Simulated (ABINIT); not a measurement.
# CsSnI3 (Pm-3m): G0W0 in ABINIT against the wavefunction cutoff in GW, part 2 of 2

How does the gap of CsSnI3 (Pm-3m) converge in the wavefunction cutoff in GW?

ABINIT 10.8.3; PBE and many-body steps on it, plane waves. Known limits of the many-body steps: not at the basis limit; exchange with frozen shells missing; screening runs away on this mesh; no spin-orbit coupling; coarse k mesh.

So far. Step 2 (Screening, 2×2×2 mesh, 164 bands, screening to 106.1 eV): Local fields lower ε∞ by 20 %. The value itself is an artefact of the mesh, where one narrow direct gap carries too much weight. Step 5 (16 Ha): The gap on the mesh goes from 0.47 eV to 0.82 eV, a correction of +0.35 eV.

### 6. Screening, 2×2×2 mesh, 164 bands, screening to 106.1 eV

This step: RPA screening on PBE, plane waves, norm-conserving pseudopotentials.

Contents of run.abi:

```
acell 3*1.0 Angstrom
rprim 
  6.286228000000 0.000000000000 0.000000000000
  0.000000000000 6.286228000000 0.000000000000
  0.000000000000 0.000000000000 6.286228000000
ntypat 3
znucl 55 50 53
natom 5
typat 1 2 3 3 3
xred 
  0.500000000000 0.500000000000 0.500000000000
  0.000000000000 0.000000000000 0.000000000000
  0.500000000000 0.000000000000 0.000000000000
  0.000000000000 0.000000000000 0.500000000000
  0.000000000000 0.500000000000 0.000000000000
pp_dirpath "pseudos"
pseudos "Cs.upf, Sn.upf, I.upf"
ecut 32
ngkpt 2 2 2
nshiftk 1
shiftk 0 0 0
kptopt 1
chksymbreak 0
istwfk *1
occopt 1
irdwfk 1
optdriver 3
nband 164
ecuteps 3.9
inclvkb 2
awtr 1
symchi 1
ecutwfn 24
indata_prefix "in"
outdata_prefix "out"
tmpdata_prefix "tmp"
```

Launch:

```console
> OMP_NUM_THREADS=1 mpirun -n 8 abinit run.abi > log
```

Output:

```text
.Version 10.8.3 of ABINIT. v10.8.2 released Aug 2026.

 Symmetries : space group Pm -3 m (#221); Bravais cP (primitive cubic)
[... echo of the input left out ...]
== DATASET  1 ==================================================================
-   mpi_nproc: 8, omp_nthreads: 1 (-1 if OMP is not activated)

--- !DatasetInfo
iteration_state: {dtset: 1, }
dimensions: {natom: 5, nkpt: 4, mband: 164, nsppol: 1, nspinor: 1, nspden: 1, mpw: 9476, }
cutoff_energies: {ecut:  24.0, pawecutdg:  -1.0, }
[...]
--------------------------------------------------------------------------------
[... chi0 elements left out ...]
 For q-point:  0.000010 0.000020 0.000030
  dielectric constant = 113.2925
  dielectric constant without local fields = 142.5212

  Average fulfillment of the sum rule on Im[epsilon] for q-point    1 :     73.98  [%]
[... wings left out ...]
  q-point number  2        q = ( 0.500000, 0.000000, 0.000000) [r.l.u.]
--------------------------------------------------------------------------------
[... chi0 elements left out ...]
  Average fulfillment of the sum rule on Im[epsilon] for q-point    2 :     81.60  [%]

 [... 2 further q-points ...]
```

It took 31 s on 8 MPI ranks of Intel Xeon Platinum 8488C (Sapphire Rapids), shared host; peak memory 3 GiB.

Numbers from this step:

```
ε∞ with local fields, on this mesh, along the program's q direction : 113.3
the same without local fields                                       : 142.5
plasma frequency                                                    : 15.63 eV
plane waves in the screening matrix                                 : 619
```

### 7. 24 Ha

This step: G0W0 on PBE, plane waves, norm-conserving pseudopotentials.

run.abi: that of step 6 with these lines changed.

```diff
@@ -26,8 +26,17 @@
 irdwfk 1
-optdriver 3
+optdriver 4
 nband 164
+gwcalctyp 0
+ecutsigx 24
+symsigma 1
+nkptgw 2
+kptgw 
+  0.5000000000 0.5000000000 0.5000000000
+  0.0000000000 0.0000000000 0.0000000000
+bdgw 
+  19 25
+  20 25
 ecuteps 3.9
-inclvkb 2
-awtr 1
-symchi 1
+irdscr 1
+ppmodel 1
 ecutwfn 24
```

Output:

```text
.Version 10.8.3 of ABINIT. v10.8.2 released Aug 2026.

 Symmetries : space group Pm -3 m (#221); Bravais cP (primitive cubic)
[... echo of the input left out ...]
== DATASET  1 ==================================================================
-   mpi_nproc: 8, omp_nthreads: 1 (-1 if OMP is not activated)

--- !DatasetInfo
iteration_state: {dtset: 1, }
dimensions: {natom: 5, nkpt: 4, mband: 164, nsppol: 1, nspinor: 1, nspden: 1, mpw: 9476, }
cutoff_energies: {ecut:  24.0, pawecutdg:  -1.0, }
[...]
Band     E0 <VxcDFT>   SigX SigC(E0)      Z dSigC/dE  Sig(E)    E-E0       E
[...]
24   5.326  -6.045  -2.592  -3.175   0.819  -0.221  -5.818   0.228   5.554
       25   5.326  -6.045  -2.592  -3.175   0.819  -0.221  -5.818   0.228   5.554

== END DATASET(S) ==============================================================
================================================================================

 -outvars: echo values of variables after computation  --------
           etotal      0.0000000000E+00
            nband         164
             nkpt           4
          spgroup         221
 [... the other variables as echoed above ...]

 Calculation completed.
```

Elapsed: 21 s, on 8 MPI ranks; peak memory 2.8 GiB.

This step gave:

* G0W0 gap on the points computed: 0.7950 eV
* starting gap on the mesh: 0.4710 eV
* k of the valence top: 0.5, 0.5, 0.5
* k of the conduction bottom: 0.5, 0.5, 0.5
* least direct G0W0 gap on the computed points: 0.7950 eV

Against the run before, the gap moves by −0.028 eV.

### 8. Screening, 2×2×2 mesh, 164 bands, screening to 106.1 eV

This step: RPA screening on PBE, plane waves, norm-conserving pseudopotentials.

run.abi: that of step 7 with these lines changed.

```diff
@@ -26,18 +26,8 @@
 irdwfk 1
-optdriver 4
+optdriver 3
 nband 164
-gwcalctyp 0
-ecutsigx 24
-symsigma 1
-nkptgw 2
-kptgw 
-  0.5000000000 0.5000000000 0.5000000000
-  0.0000000000 0.0000000000 0.0000000000
-bdgw 
-  19 25
-  20 25
 ecuteps 3.9
-irdscr 1
-ppmodel 1
-ecutwfn 24
+inclvkb 2
+awtr 1
+symchi 1
 indata_prefix "in"
```

Output:

```text
.Version 10.8.3 of ABINIT. v10.8.2 released Aug 2026.

 Symmetries : space group Pm -3 m (#221); Bravais cP (primitive cubic)
[... echo of the input left out ...]
== DATASET  1 ==================================================================
-   mpi_nproc: 8, omp_nthreads: 1 (-1 if OMP is not activated)

--- !DatasetInfo
iteration_state: {dtset: 1, }
dimensions: {natom: 5, nkpt: 4, mband: 164, nsppol: 1, nspinor: 1, nspden: 1, mpw: 14592, }
cutoff_energies: {ecut:  32.0, pawecutdg:  -1.0, }
[...]
--------------------------------------------------------------------------------
[... chi0 elements left out ...]
 For q-point:  0.000010 0.000020 0.000030
  dielectric constant = 113.3101
  dielectric constant without local fields = 142.5424

  Average fulfillment of the sum rule on Im[epsilon] for q-point    1 :     73.98  [%]
[... wings left out ...]
  q-point number  2        q = ( 0.500000, 0.000000, 0.000000) [r.l.u.]
--------------------------------------------------------------------------------
[... chi0 elements left out ...]
  Average fulfillment of the sum rule on Im[epsilon] for q-point    2 :     81.60  [%]

 [... 2 further q-points ...]
```

Run time: 40 s. Hardware: 8 MPI ranks; peak memory 4.2 GiB; 5.4 min of CPU time.

Numbers from this step:

```yaml
eps_infinity_with_local_fields_on_this_mesh_along_the_program_s_q_direction: 113.3
the_same_without_local_fields: 142.5
plasma_frequency: 15.63 eV
plane_waves_in_the_screening_matrix: 619
```

### 9. 32 Ha

This step: G0W0 on PBE, plane waves, norm-conserving pseudopotentials.

run.abi: that of step 8 with these lines changed.

```diff
@@ -26,8 +26,17 @@
 irdwfk 1
-optdriver 3
+optdriver 4
 nband 164
+gwcalctyp 0
+ecutsigx 32
+symsigma 1
+nkptgw 2
+kptgw 
+  0.5000000000 0.5000000000 0.5000000000
+  0.0000000000 0.0000000000 0.0000000000
+bdgw 
+  19 25
+  20 25
 ecuteps 3.9
-inclvkb 2
-awtr 1
-symchi 1
+irdscr 1
+ppmodel 1
 indata_prefix "in"
```

Output:

```text
.Version 10.8.3 of ABINIT. v10.8.2 released Aug 2026.

 Symmetries : space group Pm -3 m (#221); Bravais cP (primitive cubic)
[... echo of the input left out ...]
== DATASET  1 ==================================================================
-   mpi_nproc: 8, omp_nthreads: 1 (-1 if OMP is not activated)

--- !DatasetInfo
iteration_state: {dtset: 1, }
dimensions: {natom: 5, nkpt: 4, mband: 164, nsppol: 1, nspinor: 1, nspden: 1, mpw: 14592, }
cutoff_energies: {ecut:  32.0, pawecutdg:  -1.0, }
[...]
Band     E0 <VxcDFT>   SigX SigC(E0)      Z dSigC/dE  Sig(E)    E-E0       E
[...]
24   5.326  -6.045  -2.592  -3.175   0.819  -0.221  -5.818   0.227   5.554
       25   5.326  -6.045  -2.592  -3.175   0.819  -0.221  -5.818   0.227   5.554

== END DATASET(S) ==============================================================
================================================================================

 -outvars: echo values of variables after computation  --------
           etotal      0.0000000000E+00
            nband         164
             nkpt           4
          spgroup         221
 [... the other variables as echoed above ...]

 Calculation completed.
```

Elapsed: 22 s, on 8 MPI ranks; peak memory 3.5 GiB; 3 min of CPU time.

Numbers from this step:

- G0W0 gap on the points computed: 0.7950 eV
- starting gap on the mesh: 0.4710 eV
- k of the valence top: 0.5, 0.5, 0.5
- k of the conduction bottom: 0.5, 0.5, 0.5
- least direct G0W0 gap on the computed points: 0.7950 eV

Against the run before, the gap moves by +0.000 eV.

### 10. Side by side

Times are wall times on 8 MPI ranks of Intel Xeon Platinum 8488C (Sapphire Rapids), shared host, good to a factor of about two. A run's time includes the screening step that it read.

```tsv
run	mesh	bands	screening cutoff (eV)	DFT gap (eV)	gap on the mesh (eV)	direct (eV)	ε∞ used	time
9.6 Ha	2×2×2	164	106.1	0.471	0.851	0.851	113.23	34 s
16 Ha	2×2×2	164	106.1	0.471	0.823	0.823	113.25	39 s
24 Ha	2×2×2	164	106.1	0.471	0.795	0.795	113.29	53 s
32 Ha	2×2×2	164	106.1	0.471	0.795	0.795	113.31	63 s
```

### 11. What came out

| Item | Value |
| --- | --- |
| 9.6 Ha | 0.851 eV |
| 16 Ha | 0.823 eV |
| 24 Ha | 0.795 eV |
| 32 Ha | 0.795 eV |
| known limits | not at the basis limit; exchange with frozen shells missing; screening runs away on this mesh; no spin-orbit coupling; coarse k mesh |

What this shows: The setting moved: wavefunction cutoff in GW. From 9.6 Ha to 32 Ha the gap moves by −0.06 eV. It holds to 0.03 eV from 16 Ha on. Bands and screening cutoff are coupled, so a series along one setting does not show full convergence. The exchange cutoff follows the wavefunction cutoff here. Bands and cutoff are finite, so the gap is not at the basis limit. The miss can reach some tenths of an eV and take either sign; the mesh is an error of its own. In the first G0W0 run levels were corrected at 2 k points alone, so a gap called «on the mesh» is the least over those, and an edge elsewhere would be missed. The 2×2×2 mesh is coarse for this cell, which bears on the long-range parts of exchange and screening. This is the ideal cubic cell; many perovskites, halides above all, are cubic only on average, and local tilts or off-centring can widen the gap. The norm-conserving file of at least one element keeps a d shell over frozen s and p shells of the same row. Exchange with those shells is missing from the self-energy, an error of 0.3 to 0.9 eV in cases checked, whose sign depends on which edge lies on those atoms. For the PBE start: On this mesh the RPA ε∞ passes 90, more than nearly any semiconductor shows; a coarse mesh does this where one point with a narrow direct gap carries much weight. The screening is then too strong, and the G0W0 gap should not be taken as the material's. The many-body steps are scalar-relativistic: spin-orbit coupling is not in them.

[Paths, hosts, dates, memory and timing lines, banners, echoed tables and standing remarks are left out of the program output.]

[Logs are printed without paths, hosts, clocks, repeated set-up lines and the standing remarks that a program may print on its own settings, such as how far it seeks lower states.]

[Runs of the session that timed out or met a known fault of the program may be left out.]

[No measured gap is set beside runs whose start may be inverted or whose files or cutoffs have a known fault.]

[Hosts, paths, dates, database ids (printed as entryN), source tags and the programs' standing remarks are cut or masked in the printed files.]

[G0W0 gaps are taken among the corrected bands and points alone; a level outside them can change the order at an edge.]

[Where Ansatz stands beside ABINIT at settings called matched, ABINIT's density can come from a denser mesh and the files from another edition; pairs whose starting gaps differed by over 0.03 eV were left out, so agreement reads better than it is.]
